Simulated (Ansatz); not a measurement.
# BiSb (model cell, started as layered BN type): from the cell to its phonons

How does BiSb (model cell, started as layered BN type) vibrate, and is this structure a minimum?

Program: Ansatz 0.2.0. Level of theory: DFT PBEsol, scalar-relativistic, plane waves, PAW. Results are calculated unless marked as measured.

The structure was built from a prototype and need not be the compound's stable phase.

### 1. Set-up

The structure is hexagonal, space group P6_3/mmc (No. 194). Conventional cell: a = 5.227 Å, b = 5.227 Å, c = 7.544 Å, α = 90.00°, β = 90.00°, γ = 120.00°. Bi has 3 Sb at 3.02 Å nearest. Nearest to Sb lie 3 Bi at 3.02 Å. Farther neighbours are not listed.

### 2. Bringing the structure to rest

The cell and atoms are relaxed, since residual forces and stress would shift the frequencies.

Contents of input.yaml:

```yaml
crystal:
  lattice:
    - [5.22664, 0.0, 0.0]
    - [-2.61332, 4.5264, 0.0]
    - [0.0, 0.0, 7.544]
  atoms:
    - { symbol: Bi, position: [0.333333, 0.666667, 0.25] }
    - { symbol: Bi, position: [0.666667, 0.333333, 0.75] }
    - { symbol: Sb, position: [0.666667, 0.333333, 0.25] }
    - { symbol: Sb, position: [0.333333, 0.666667, 0.75] }
kpoints:
  mp_grid: { grid: [9, 9, 6] }
hamiltonian:
  xc: pbesol
scf:
  occupations: { method: gaussian, width: 0.1 }
output:
  forces: true
  stress: true
  eigenvalues: true
relax:
  adjacent_minimum: "off"
  f_tol: 0.005
  max_steps: 80
  cell: { stress_tol: 0.05 }
```

The run is started by

```sh
> ansatz run input.yaml --threads 4 --pin off --max-ram 7168MiB --backend cpu --events-out ev --progress --plain --runs-dir out
```

Numbers of over 12 decimals in the logs are rounded to 6 here.

Log:

```text
Warning: the atoms were moved onto the symmetric positions of the space group found under crystal.symmetry.tolerance 1.0e-5 (fractional; no operation is sought that the atoms, as they stand in a round, miss by more than twice it, and no atom is moved by as much as it), and the run uses the moved positions. Before a round's move an operation carried an atom to 5.23e-6 Å from where it should land, the largest such dist [...]
Engine: ansatz 0.2.0, x86_64-unknown-linux-gnu
Pseudopotentials: kind: paw
Pseudopotential: Bi, paw, valence charge 15, recommended cutoff 420 eV (normal), Bi.paw.azcp
Pseudopotential: Sb, paw, valence charge 15, recommended cutoff 420 eV (normal), Sb.paw.azcp
Functional definition: PBEsol
  exchange = pbesol_x
  correlation = pbesol_c
Crystal: 4 atoms, lattice volume = 178.475 Å³
Basis set: ecut = 420 eV, 3523 PW (Γ), exchange–correlation on 72×72×108 points (8 copies of the dense FFT grid, shifted against one another)
Bands: 36, of which v1, the nominal top of the filled ones, is band 30 counted from 1 (29 counted from 0)
Symmetry: 24 space group operations
Space group: P63/mmc (ITA 194), of the structure as read, at distance tolerance 5.6e-5 Å
k-points: 48 of 486
Non-local potential: Bi, projectors of the file, l = 0: 2, l = 1: 2, l = 2: 2, l = 3: 2
Non-local potential: Sb, projectors of the file, l = 0: 2, l = 1: 2, l = 2: 2, l = 3: 2
PAW form: soft (Blöchl's): semilocal exchange-correlation on the pseudo side does not see the compensation charge
PAW frozen core: Bi, regenerated for the run's functional, and the local potential with it (the file was generated under x = pbe(κ = 0.804, μ = 0.219515), c = pbe(β = 0.066725))
PAW frozen core: Sb, regenerated for the run's functional, and the local potential with it (the file was generated under x = pbe(κ = 0.804, μ = 0.219515), c = pbe(β = 0.066725))
PAW one-centre angular grid: Bi, 590 points (default); XC on 64 Gauss nodes
PAW one-centre angular grid: Sb, 590 points (default); XC on 64 Gauss nodes
Initial density: superposition of atomic densities (neutral atoms: chi_scale 0, normalization atom), corrected by the library's trained network
Initial wavefunctions: pseudopotential atomic-orbital guess
Functional: x = pbesol(κ = 0.804, μ = 0.123457), c = pbesol(β = 0.046)
SCF iter   1: F=—  HF=-37298.589329 eV  |F-HF|=—  |Δ(HF+E_count)|=         —  Δρ=2.46e-3  dr2=1.21e-2  ethr=1.77e-3  ⟨swp⟩=6.8  Hψ=7331  notcnv=0
preconditioner: auto → LDOS  [metal: Δε(μ)=0.044 eV  Ē_g=7.306 eV  σ=0.100 eV  W_gap=0.24  n_scr=34 (ndim 8)  ℏωp=12.4 eV  f_vac=0.134  D(μ)=2.52/eV (n_scr^D=8)  β→1.0]
SCF iter   2: F=—  HF=-37298.587255 eV  |F-HF|=—  |Δ(HF+E_count)|=   2.07e-3  Δρ=5.03e-4  dr2=4.21e-4  ethr=2.02e-5  ⟨swp⟩=2.6  Hψ=3288  notcnv=0  defer=20
SCF iter   3: F=—  HF=-37298.587314 eV  |F-HF|=—  |Δ(HF+E_count)|=   5.90e-5  Δρ=1.62e-4  dr2=5.11e-5  ethr=7.02e-7  ⟨swp⟩=2.0  Hψ=3105  notcnv=0  defer=20
SCF iter   4: F=—  HF=-37298.587463 eV  |F-HF|=—  |Δ(HF+E_count)|=   1.49e-4  Δρ=7.79e-5  dr2=9.84e-6  ethr=8.52e-8  ⟨swp⟩=2.0  Hψ=3106  notcnv=0  defer=20
SCF iter   5: F=—  HF=-37298.587460 eV  |F-HF|=—  |Δ(HF+E_count)|=   3.87e-6  Δρ=2.28e-5  dr2=7.23e-7  ethr=1.64e-8  ⟨swp⟩=2.0  Hψ=3099  notcnv=0  defer=20
SCF iter   6: F=-37298.587459 eV  HF=-37298.587459 eV  |F-HF|=8.73e-10  |Δ(HF+E_count)|=   2.67e-7  Δρ=1.51e-6  dr2=4.55e-9  ethr=1.67e-10  ⟨swp⟩=9.9  Hψ=8429  notcnv=0
SCF 1 converged in 6 iterations: F = -37298.587459 eV  dr2 = 4.55e-9
  greatest PAW one-centre occupation: 0.996 electrons in one spin orbital (limit 2), on the Sb atom at site 3 (counted from 0), in its partial waves of l = 2
relax step   1: F+E_penalty+E_count = -37298.58745926 eV  Δ(F+E_penalty+E_count) = +0.000e0 eV  max|allowed force component| = 2.961e-16 eV/Å  Δτ_max = 0.0000 Å  P = -2.448 GPa  Ω = 178.475 Å³  (6 SCF iters, dr2 threshold 1.00e-7 eV, accepted)
Crystal: 4 atoms, lattice volume = 169.657 Å³
Basis set: ecut = 420 eV, 3293 PW (Γ), exchange–correlation on 72×72×108 points (8 copies of the dense FFT grid, shifted against one another)
Initial density: handed on by an earlier stage of this run
Initial wavefunctions: those handed on with the density
iter 1 solved again at ethr=5.15e-6 eV; its pass at ethr=3.10e-3 eV (dr2=3.09e-3 eV) is discarded
SCF iter   1: F=—  HF=-37298.980238 eV  |F-HF|=—  |Δ(HF+E_count)|=         —  Δρ=1.11e-3  dr2=3.84e-3  ethr=5.15e-6  ⟨swp⟩=3.0  Hψ=10520  notcnv=0
preconditioner: auto → LDOS  [metal: Δε(μ)=0.034 eV  Ē_g=7.458 eV  σ=0.100 eV  W_gap=0.19  n_scr=34 (ndim 8)  ℏωp=12.7 eV  f_vac=0.131  D(μ)=1.85/eV (n_scr^D=8)  β→1.0]
SCF iter   2: F=—  HF=-37298.979436 eV  |F-HF|=—  |Δ(HF+E_count)|=   8.02e-4  Δρ=2.98e-4  dr2=1.45e-4  ethr=5.15e-6  ⟨swp⟩=2.0  Hψ=2207  notcnv=0
SCF iter   3: F=—  HF=-37298.979589 eV  |F-HF|=—  |Δ(HF+E_count)|=   1.53e-4  Δρ=7.46e-5  dr2=1.71e-5  ethr=2.41e-7  ⟨swp⟩=2.0  Hψ=2402  notcnv=0
SCF iter   4: F=—  HF=-37298.979587 eV  |F-HF|=—  |Δ(HF+E_count)|=   2.23e-6  Δρ=2.35e-5  dr2=1.66e-6  ethr=2.85e-8  ⟨swp⟩=2.0  Hψ=2535  notcnv=0
SCF iter   5: F=-37298.979586 eV  HF=-37298.979586 eV  |F-HF|=2.47e-10  |Δ(HF+E_count)|=   5.05e-7  Δρ=3.42e-6  dr2=1.66e-8  ethr=6.67e-10  ⟨swp⟩=7.5  Hψ=8038  notcnv=0
SCF 2 converged in 5 iterations: F = -37298.979586 eV  dr2 = 1.66e-8
relax step   2: F+E_penalty+E_count = -37298.97958611 eV  Δ(F+E_penalty+E_count) = -3.921e-1 eV  max|allowed force component| = 8.697e-16 eV/Å  Δτ_max = 0.0000 Å  P = -2.002 GPa  Ω = 169.657 Å³  energy of the carried Pulay correction = +1.173e-3 eV  (5 SCF iters, dr2 threshold 4.00e-7 eV, accepted)
Crystal: 4 atoms, lattice volume = 162.695 Å³
Basis set: ecut = 420 eV, 3197 PW (Γ), exchange–correlation on 72×72×108 points (8 copies of the dense FFT grid, shifted against one another)
iter 1 solved again at ethr=5.91e-6 eV; its pass at ethr=3.10e-3 eV (dr2=3.55e-3 eV) is discarded
SCF iter   1: F=—  HF=-37299.306236 eV  |F-HF|=—  |Δ(HF+E_count)|=         —  Δρ=1.14e-3  dr2=3.73e-3  ethr=5.91e-6  ⟨swp⟩=2.6  Hψ=10457  notcnv=0
preconditioner: auto → LDOS  [metal: Δε(μ)=0.043 eV  Ē_g=7.595 eV  σ=0.100 eV  W_gap=0.23  n_scr=34 (ndim 8)  ℏωp=13.0 eV  f_vac=0.131  D(μ)=2.41/eV (n_scr^D=8)  β→1.0]
SCF iter   2: F=—  HF=-37299.305743 eV  |F-HF|=—  |Δ(HF+E_count)|=   4.93e-4  Δρ=3.09e-4  dr2=1.84e-4  ethr=5.91e-6  ⟨swp⟩=2.0  Hψ=2187  notcnv=0
SCF iter   3: F=—  HF=-37299.305866 eV  |F-HF|=—  |Δ(HF+E_count)|=   1.23e-4  Δρ=1.02e-4  dr2=2.79e-5  ethr=3.07e-7  ⟨swp⟩=2.5  Hψ=2797  notcnv=0
SCF iter   4: F=—  HF=-37299.305861 eV  |F-HF|=—  |Δ(HF+E_count)|=   4.10e-6  Δρ=3.16e-5  dr2=2.27e-6  ethr=4.66e-8  ⟨swp⟩=2.8  Hψ=3278  notcnv=0
SCF iter   5: F=-37299.305861 eV  HF=-37299.305861 eV  |F-HF|=4.51e-10  |Δ(HF+E_count)|=   8.33e-7  Δρ=4.01e-6  dr2=3.30e-8  ethr=6.67e-10  ⟨swp⟩=7.5  Hψ=7817  notcnv=0
SCF 3 converged in 5 iterations: F = -37299.305861 eV  dr2 = 3.30e-8
relax step   3: F+E_penalty+E_count = -37299.30586065 eV  Δ(F+E_penalty+E_count) = -3.263e-1 eV  max|allowed force component| = 6.106e-16 eV/Å  Δτ_max = 0.0000 Å  P = -1.376 GPa  Ω = 162.695 Å³  energy of the carried Pulay correction = +2.141e-3 eV  (5 SCF iters, dr2 threshold 4.00e-7 eV, accepted)
[...]
relax step   4: F+E_penalty+E_count = -37299.46565599 eV  Δ(F+E_penalty+E_count) = -1.598e-1 eV  max|allowed force component| = 7.494e-16 eV/Å  Δτ_max = 0.0000 Å  P = +0.172 GPa  Ω = 155.021 Å³  energy of the carried Pulay correction = +3.256e-3 eV  (5 SCF iters, dr2 threshold 4.00e-7 eV, accepted)
[...]
relax step   5: F+E_penalty+E_count = -37299.46926213 eV  Δ(F+E_penalty+E_count) = -3.606e-3 eV  max|allowed force component| = 2.405e-16 eV/Å  Δτ_max = 0.0000 Å  P = +0.096 GPa  Ω = 155.160 Å³  energy of the carried Pulay correction = +3.234e-3 eV  (4 SCF iters, dr2 threshold 4.00e-7 eV, accepted)
[...]
relax step   6: F+E_penalty+E_count = -37299.46937374 eV  Δ(F+E_penalty+E_count) = -1.116e-4 eV  max|allowed force component| = 5.921e-16 eV/Å  Δτ_max = 0.0000 Å  P = -0.015 GPa  Ω = 155.566 Å³  energy of the carried Pulay correction = +3.173e-3 eV  (3 SCF iters, dr2 threshold 5.22e-8 eV, accepted)
Basis set: ecut = 420 eV, 3039 PW (Γ), exchange–correlation on 72×72×90 points (8 copies of the dense FFT grid, shifted against one another)
Initial wavefunctions: pseudopotential atomic-orbital guess (no wavefunctions were taken with the density)
iter 1 solved again at ethr=2.33e-7 eV; its pass at ethr=3.10e-3 eV (dr2=1.40e-4 eV) is discarded
SCF iter   1: F=—  HF=-37299.467059 eV  |F-HF|=—  |Δ(HF+E_count)|=         —  Δρ=1.31e-4  dr2=3.27e-6  ethr=2.33e-7  ⟨swp⟩=3.1  Hψ=12016  notcnv=0
preconditioner: auto → LDOS  [metal: Δε(μ)=0.042 eV  Ē_g=7.779 eV  σ=0.100 eV  W_gap=0.23  n_scr=22 (ndim 8)  ℏωp=13.3 eV  f_vac=0.136  D(μ)=2.12/eV (n_scr^D=8)  β→1.0]
SCF iter   2: F=—  HF=-37299.467266 eV  |F-HF|=—  |Δ(HF+E_count)|=   2.07e-4  Δρ=2.10e-5  dr2=5.85e-7  ethr=5.45e-9  ⟨swp⟩=2.0  Hψ=2902  notcnv=0
SCF iter   3: F=—  HF=-37299.467266 eV  |F-HF|=—  |Δ(HF+E_count)|=   2.82e-7  Δρ=6.17e-6  dr2=6.95e-8  ethr=9.74e-10  ⟨swp⟩=2.0  Hψ=2704  notcnv=0
SCF iter   4: F=—  HF=-37299.467266 eV  |F-HF|=—  |Δ(HF+E_count)|=   4.00e-8  Δρ=1.25e-6  dr2=2.73e-9  ethr=1.16e-10  ⟨swp⟩=2.0  Hψ=2687  notcnv=0
SCF iter   5: F=—  HF=-37299.467266 eV  |F-HF|=—  |Δ(HF+E_count)|=   2.05e-9  Δρ=1.35e-7  dr2=7.75e-11  ethr=4.55e-12  ⟨swp⟩=2.0  Hψ=3111  notcnv=0
SCF iter   6: F=-37299.467266 eV  HF=-37299.467266 eV  |F-HF|=7.28e-12  |Δ(HF+E_count)|=  7.28e-11  Δρ=4.58e-8  dr2=4.32e-12  ethr=1.00e-12  ⟨swp⟩=5.8  Hψ=7072  notcnv=0
SCF 7 converged in 6 iterations: F = -37299.467266 eV  dr2 = 4.32e-12
relax step   7: F+E_penalty+E_count = -37299.46726578 eV  Δ(F+E_penalty+E_count) = +2.108e-3 eV  max|allowed force component| = 5.089e-16 eV/Å  Δτ_max = 0.0000 Å  P = -0.022 GPa  Ω = 155.566 Å³  stress off target by 3.45e-2 GPa  SCF on the basis re-selected at this cell (its energy is not comparable with the rows above)  (6 SCF iters)
basis re-selected at this cell: Δ(F+E_penalty+E_count) = +2.108e-3 eV, ΔP = -0.007 GPa vs the last step (what re-selecting the basis moved, of the pressure what is left beyond the Pulay correction that the steps carried, after the strain that the cell walked since its last selection, with what the two solves' SCF thresholds leave and, on support functions, any second-order correction that the steps lacked; it is no measure of the basis error at this ecutwfc). The dense FFT grid was sized anew with the basis: this SCF ran on 36×36×45 points, the steps before it on 36×36×54, so part of this shift can come from that change (see relax.cell in the input reference). [rest of the remark cut]
SCF converged after 6 iterations
Free energy (F): -37299.467266 eV
Harris-Foulkes:  -37299.467266 eV  (|F-HF|=7.28e-12)
Internal energy: -37299.456656 eV  (E = F + TS)
E sigma→0 (E₀):  -37299.461961 eV
Entropy (-TS):   -0.010610 eV (-2.653 meV/atom)
Fermi energy:    7.714982 eV
--- Per-component energies (eV) ---
  E_band       = -690.176292
  E_kinetic    = 1019.470318
  E_local      = -7336.530951  (includes V_loc(G=0)·N_el)
  E_nonlocal   = 1851.506343
  E_hartree    = 2908.706469
  E_xc         = -574.847527
  E_vxc        = -480.515380  (∫ρ·V_xc dr)
  E_paw        = -30017.491258  (= ΣΔE_a)
  E_vpaw       = -1561.518819  (= ΣTr[D̂ρ^β])
  E_aug_tail   = -0.000921  (compensation charges beyond the density's cutoff)
  E_ewald      = -5151.112348
  E_core_change = 0.843218  (= ΣΔE_core)
  E_smearing   = -0.010610  (= −TS)
  E_closure    = -0.000000  (closes the sum)
  Σ components = -37299.467266   (vs F -37299.467266, Δ=0.00e0)
--- Forces (eV/Å), atoms counted from 1 ---
  atom   1  Bi     0.00000000     0.00000000    -0.00000000
  atom   2  Bi     0.00000000    -0.00000000     0.00000000
  atom   3  Sb    -0.00000000    -0.00000000     0.00000000
  atom   4  Sb     0.00000000     0.00000000    -0.00000000
  max |Σ_I F_I| component: 1.85e-16 eV/Å
--- Stress (GPa, compression-positive) ---
       -0.015123       0.000000       0.000000
        0.000000      -0.015123       0.000000
        0.000000       0.000000      -0.034542
  P = ⅓ Tr σ = -0.0216 GPa (-0.216 kbar)
--- Band table (eV; the first three rows and the last of 48) ---
  k-point 0: bands = [... 26 lower, 4.1843, 5.9740, 5.9740, 5.9961, 7.7589, 7.7589, 9.8920, 9.8920, ... 2 higher]
  k-point 1: bands = [... 26 lower, 4.2738, 5.8031, 5.8031, 6.5118, 7.8534, 7.8534, 9.6475, 9.6475, ... 2 higher]
  k-point 2: bands = [... 26 lower, 4.5327, 5.3942, 5.3942, 7.5918, 7.9546, 8.1312, 8.1312, 9.1183, ... 2 higher]
  k-point 47: bands = [... 26 lower, 7.1519, 7.1519, 7.3081, 7.3081, 7.7515, 7.7515, 8.2336, 8.2336, ... 2 higher]
--- Relaxed structure (6 steps of the walk, 6 accepted, 1 SCFs on fresh bases) ---
  F+E_penalty+E_count = -37299.46726578 eV   max|allowed force component| = 5.089e-16 eV/Å   (the final SCF, on the basis selected at the relaxed cell)
  cell:  # Å, volume = 155.5663 Å³
    - [5.297382, 0, 0]
    - [-2.648691, 4.587667, 0]
    - [0, 0, 6.401215]
  atoms:
    - { symbol: Bi, position: [0.333333, 0.666667, 0.25] }
    - { symbol: Bi, position: [0.666667, 0.333333, 0.75] }
    - { symbol: Sb, position: [0.666667, 0.333333, 0.25] }
    - { symbol: Sb, position: [0.333333, 0.666667, 0.75] }
```

Elapsed: 17 s, on 4 threads of Intel Xeon 6975P-C (Granite Rapids), shared host; peak memory 0.73 GiB; 63 s of CPU time.

Step by step:

```tsv
step	energy less that of the first step (eV)	largest force component (eV/Å)	pressure (GPa)	volume (Å³)
1	0.0000	0.0000	-2.45	178.47
2	-0.3921	0.0000	-2.00	169.66
3	-0.7184	0.0000	-1.38	162.70
4	-0.8782	0.0000	0.17	155.02
5	-0.8818	0.0000	0.10	155.16
6	-0.8819	0.0000	-0.01	155.57
7*	-0.8798	0.0000	-0.02	155.57
```

Relaxation steps marked * repeat the geometry before them on a plane-wave basis chosen anew for their cell, so energy and pressure can jump there.

Forces are held to the 24 operations that the run works with; a distortion that breaks them can't arise in this run.

```tsv
cell as run	before	after	change
a (Å)	5.227	5.297	+1.4 %
b (Å)	5.227	5.297	+1.4 %
c (Å)	7.544	6.401	-15.1 %
volume (Å³/atom)	44.62	38.89	-12.8 %
```

The relaxed structure:

```xyz
4
Lattice="5.2974 0.0000 0.0000 -2.6487 4.5877 0.0000 0.0000 0.0000 6.4012" Properties=species:S:1:pos:R:3 pbc="T T T"
Bi    0.0000    3.0584    1.6003
Bi    2.6487    1.5292    4.8009
Sb    2.6487    1.5292    1.6003
Sb    0.0000    3.0584    4.8009
```

This step gave:

```yaml
pressure: -0.02160 GPa
volume_per_atom: 38.89 Å³
gap_on_the_k_mesh: 0 eV
```

In this step the volume went from 44.62 to 38.89 Å³/atom.

### 3. Bringing the structure to rest

The relaxation is repeated from its end on the same settings, as a check that it has come to rest.

input.yaml, the sections that differ from step 2:

```yaml
crystal:
  lattice:
    - [5.2973818711, 0.0, 0.0]
    - [-2.6486909355, 4.5876672739, 0.0]
    - [0.0, 0.0, 6.4012148644]
  atoms:
    - { symbol: Bi, position: [0.3333333333, 0.6666666667, 0.25] }
    - { symbol: Bi, position: [0.6666666667, 0.3333333333, 0.75] }
    - { symbol: Sb, position: [0.6666666667, 0.3333333333, 0.25] }
    - { symbol: Sb, position: [0.3333333333, 0.6666666667, 0.75] }
# kpoints, hamiltonian, scf, output, relax: as in step 2
```

Log:

```text
[...]
Crystal: 4 atoms, lattice volume = 155.566 Å³
Basis set: ecut = 420 eV, 3039 PW (Γ), exchange–correlation on 72×72×90 points (8 copies of the dense FFT grid, shifted against one another)
Bands: 36, of which v1, the nominal top of the filled ones, is band 30 counted from 1 (29 counted from 0)
Symmetry: 24 space group operations
[...]
k-points: 48 of 486
[...]
--- Relaxed structure (1 steps of the walk, 1 accepted, 1 SCFs on fresh bases) ---
[...]
cell:  # Å, volume = 155.5663 Å³
    - [5.297382, -2.8867504964346102e-11, 0.0]
    - [-2.648691, 4.587667, 0.0]
    - [0.0, 0.0, 6.4012148644]
  atoms:
    - { symbol: Bi, position: [0.333333, 0.666667, 0.25] }
    - { symbol: Bi, position: [0.666667, 0.333333, 0.75] }
    - { symbol: Sb, position: [0.666667, 0.333333, 0.25] }
    - { symbol: Sb, position: [0.333333, 0.666667, 0.75] }
[key lines of the parts left out:]
SCF converged after 5 iterations
Free energy (F): -37299.467266 eV
Fermi energy:    7.714981 eV
P = ⅓ Tr σ = -0.0216 GPa (-0.216 kbar)
```

Run time: 4.5 s. Hardware: 4 threads; peak memory 0.67 GiB; 16 s of CPU time.

Little changed from the start: no atom moved by 0.005 Å and no cell edge by 0.1 %.

In this step the volume went from 38.89 to 38.89 Å³/atom.

### 4. Relaxing to small forces for the phonons

Phonons need a cell at rest on their own settings, so the relaxation is repeated with tight tolerances on forces and stress, using the mesh and the filling of the phonon run that follows.

input.yaml, the sections that differ from step 3:

```yaml
kpoints:
  mp_grid: { grid: [10, 10, 6] }
scf:
  occupations: { method: methfessel_paxton, width: 0.15 }
relax:
  adjacent_minimum: "off"
  f_tol: 0.001
  max_steps: 60
  cell: { stress_tol: 0.01 }
# crystal, hamiltonian, output: as in step 3
```

Log:

```text
[...]
Crystal: 4 atoms, lattice volume = 155.566 Å³
Basis set: ecut = 420 eV, 3039 PW (Γ), exchange–correlation on 72×72×90 points (8 copies of the dense FFT grid, shifted against one another)
Bands: 36, of which v1, the nominal top of the filled ones, is band 30 counted from 1 (29 counted from 0)
Symmetry: 24 space group operations
[...]
k-points: 56 of 600
[...]
--- Relaxed structure (3 steps of the walk, 3 accepted, 1 SCFs on fresh bases) ---
[...]
cell:  # Å, volume = 155.4999 Å³
    - [5.302097, -2.8893197241935156e-11, 0]
    - [-2.651048, 4.591750, 0]
    - [0, 0, 6.387108]
  atoms:
    - { symbol: Bi, position: [0.333333, 0.666667, 0.250000] }
    - { symbol: Bi, position: [0.666667, 0.333333, 0.750000] }
    - { symbol: Sb, position: [0.666667, 0.333333, 0.250000] }
    - { symbol: Sb, position: [0.333333, 0.666667, 0.750000] }
[key lines of the parts left out:]
SCF converged after 7 iterations
Free energy (F): -37299.460287 eV
Fermi energy:    7.716007 eV
P = ⅓ Tr σ = 0.0013 GPa (0.013 kbar)
```

The job ended after 9.5 s (4 threads; peak memory 0.7 GiB).

Step by step:

```tsv
step	energy less that of the first step (eV)	largest force component (eV/Å)	pressure (GPa)	volume (Å³)
1	0.0000	0.0000	-0.01	155.57
2	-0.0003	0.0000	-0.02	155.56
3	-0.0004	0.0000	0.00	155.50
4*	-0.0003	0.0000	0.00	155.50
```

Relaxation steps marked * repeat the geometry before them on a plane-wave basis chosen anew for their cell, so energy and pressure can jump there.

The run keeps the 24 symmetry operations that it works with, so distortions that break them were not tested.

```tsv
conventional cell, symmetrised	before	after	change
a (Å)	5.297	5.302	+0.1 %
b (Å)	5.297	5.302	+0.1 %
c (Å)	6.401	6.387	-0.2 %
volume (Å³/atom)	38.89	38.87	-0.0 %
```

The relaxed structure:

```xyz
4
Lattice="5.3021 0.0000 0.0000 -2.6510 4.5918 0.0000 0.0000 0.0000 6.3871" Properties=species:S:1:pos:R:3 pbc="T T T"
Bi    0.0000    3.0612    1.5968
Bi    2.6510    1.5306    4.7903
Sb    2.6510    1.5306    1.5968
Sb    0.0000    3.0612    4.7903
```

This step gave:

```yaml
pressure: 0.001334 GPa
volume_per_atom: 38.87 Å³
```

The forces vanish by symmetry and the pressure is 0.001 GPa, within the tolerances set. The cell now holds 38.87 Å³/atom.

[end of part 1 of 2]

[Logs are printed without paths, hosts, clocks, repeated set-up lines and the standing remarks that a program may print on its own settings, such as how far it seeks lower states.]

[Hosts, paths, dates, database ids (printed as entryN), source tags and the programs' standing remarks are cut or masked in the printed files.]
